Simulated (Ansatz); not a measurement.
Rows from a G0W0 calculation on BiB (4H polytype) (P6_3mc) (Ansatz 0.2.0; G0W0 on PBE, plane waves, PAW; 6×6×2 mesh, 232 empty bands, screening to 72 eV), in eV. Spin-orbit coupling is left out.

The structure was built from a prototype and need not be the compound's stable phase.

| row | Σx | Σc | Vxc | Z |
| --- | --- | --- | --- | --- |
| A | -14.76 | 0.63 | -14.16 | 0.74 |
| B | -11.02 | -3.27 | -14.59 | 0.74 |
| C | -11.94 | -3.35 | -15.70 | 0.74 |

Question: Which rows are filled states and which are empty ones, and how can one tell?

Filled: A. Empty: B and C. The sign of Σc tells: for a filled state bare exchange, which holds its interaction with itself, lies below Vxc (Σx − Vxc is -0.6 eV or lower here) and screening gives part back as a positive Σc. For an empty state Σx lies above Vxc (+3.6 eV or more) and the Coulomb hole leaves Σc negative.

[Runs of the session that timed out or met a known fault of the program may be left out.]

[Cells called generated may have been cut or substituted from an entry of the Crystallography Open Database or the Materials Project.]

[Hosts, paths, dates, database ids (printed as entryN), source tags and the programs' standing remarks are cut or masked in the printed files.]
